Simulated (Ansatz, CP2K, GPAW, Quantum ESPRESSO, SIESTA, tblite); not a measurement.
# Which run comes nearest? Twisted graphene monolayer on bilayer, 77.90° (186 atoms)

The cell holds 186 atoms: 186 C. Its edges and angles: a = 13.697 Å, b = 13.697 Å, c = 20.690 Å, α = 90.0°, β = 90.0°, γ = 120.0°. It derives from C (graphene). Graphene (a = 2.46 Å) under graphene (a = 2.46 Å), monolayer on bilayer, commensurate cell of 31 unit cells a layer, twist 77.90 deg; facing planes 3.32, 3.37 Å apart as built; 14 Å of vacuum; minimised with a classical potential. Then every atom was moved at random, 0.03 Å r.m.s. a Cartesian component. Regions: layer 1, 62 atoms (62 C); layer 2, 62 atoms (62 C); layer 3, 62 atoms (62 C). Vacuum lies along c.

Geometry: as built.

The reference, a calculation:

| Item | Value |
| --- | --- |
| method | Kohn-Sham DFT, PBE, PAW, plane waves (Ansatz 0.2.0); cutoff 420 eV, Γ point, fermi-dirac smearing of 0.05 eV; PAW set soft_2 |
| r.m.s. force component | 1.862 eV/Å |
| longest force | 11.36 eV/Å |
| SCF cycles | 10 |
| time | 1.9 min on 4 threads of Arm Neoverse V1, shared host |
| CPU time | 7.3 min |

Q: Estimate the differences from the reference, the CPU time and the memory of each run.
- SIESTA PBE, DZ, shift 0.01 Ry, mesh 300 Ry (SIESTA 5.4.2; 2 MPI ranks)
- tblite GFN1-xTB (tblite 0.8.0; 1 thread)
- CP2K PBE, TZVP-UZH, 450/50 Ry, diagonalisation (CP2K 2026.2; 4 MPI ranks)
- CP2K PBE, TZVP-MOLOPT, 450/50 Ry, diagonalisation (CP2K 2026.2; 4 MPI ranks)
- SIESTA PBE, SZ, shift 0.01 Ry, mesh 300 Ry (SIESTA 5.4.2; 1 thread)
- SIESTA PBE, DZP, shift 0.01 Ry, mesh 300 Ry (SIESTA 5.4.2; 4 MPI ranks)
- CP2K PBE, SZV-MOLOPT-SR, 450/50 Ry, diagonalisation (CP2K 2026.2; 2 threads)
- tblite GFN2-xTB (tblite 0.8.0; 1 thread)
- CP2K GFN1-xTB, diagonalisation (CP2K 2026.2; 2 threads)
- CP2K PBE, DZVP-MOLOPT-SR, 450/50 Ry, diagonalisation (CP2K 2026.2; 4 MPI ranks)

Differences are against the plane-wave reference, forces as r.m.s. over components; share is that over the reference's r.m.s. force, slope the least-squares factor from reference forces to these. Total energies of different programs have different zeros and aren't compared.

```csv
run,"Δ force, r.m.s. (meV/Å)",share (%),slope,cores,CPU time,memory (GiB)
reference,-,-,-,4,7.3 min,4.5
"SIESTA PBE, DZ, shift 0.01 Ry, mesh 300 Ry (coarse)",301,16.1,1.152,2,2.6 min,1.3
tblite GFN1-xTB,120,6.42,0.960,1,5.7 s,0.2
"CP2K PBE, TZVP-UZH, 450/50 Ry, diagonalisation",28.7,1.54,1.014,4,20 min,9.7
"CP2K PBE, TZVP-MOLOPT, 450/50 Ry, diagonalisation",13.9,0.746,1.005,4,1.9 h,10.0
"SIESTA PBE, SZ, shift 0.01 Ry, mesh 300 Ry (coarse)",724,38.9,1.331,1,85 s,0.9
"SIESTA PBE, DZP, shift 0.01 Ry, mesh 300 Ry",232,12.5,1.109,4,8.5 min,2.5
"CP2K PBE, SZV-MOLOPT-SR, 450/50 Ry, diagonalisation (coarse)",491,26.4,1.261,2,5.4 min,6.6
tblite GFN2-xTB,134,7.19,0.949,1,13 s,0.2
"CP2K GFN1-xTB, diagonalisation",119,6.40,0.960,2,12 s,0.3
"CP2K PBE, DZVP-MOLOPT-SR, 450/50 Ry, diagonalisation",34.2,1.84,1.016,4,13 min,8.8
```

Rows marked coarse were listed beforehand as settings not expected to be converged; some can still land near the reference.

CPU time is summed over cores on a shared host, where runs went side by side, so it is rough. Symmetry, cutoffs, thresholds, outputs and thread counts weren't matched or tuned between programs; memory under MPI is the largest rank's times the ranks.

The PBE runs in local orbitals, coarse settings apart, differ by 0.75 % (CP2K PBE, TZVP-MOLOPT, 450/50 Ry, diagonalisation) to 12 % (SIESTA PBE, DZP, shift 0.01 Ry, mesh 300 Ry); basis, grid and potentials can all enter. Tight binding differs by 6.4 % (CP2K GFN1-xTB, diagonalisation) to 7.2 % (tblite GFN2-xTB); it is another model, with fitted parameters of its own, and the xTB methods hold dispersion. Runs with settings chosen to be coarse differ by 16 % (SIESTA PBE, DZ, shift 0.01 Ry, mesh 300 Ry) to 39 % (SIESTA PBE, SZ, shift 0.01 Ry, mesh 300 Ry), their programs' other errors included. Of the electronic-structure runs that take under half the reference's CPU time, CP2K GFN1-xTB, diagonalisation is among the nearest, at 6.4 % in 12 s against 7.3 min. Periodic xTB results under one method name differ between programs and library versions. The electronic-structure runs sample only Γ, in a cell whose shortest periodic width is 12 Å.

[Logs are printed without paths, hosts, clocks, repeated set-up lines and the standing remarks that a program may print on its own settings, such as how far it seeks lower states.]

[Hosts, paths, dates, database ids (printed as entryN), source tags and the programs' standing remarks are cut or masked in the printed files.]
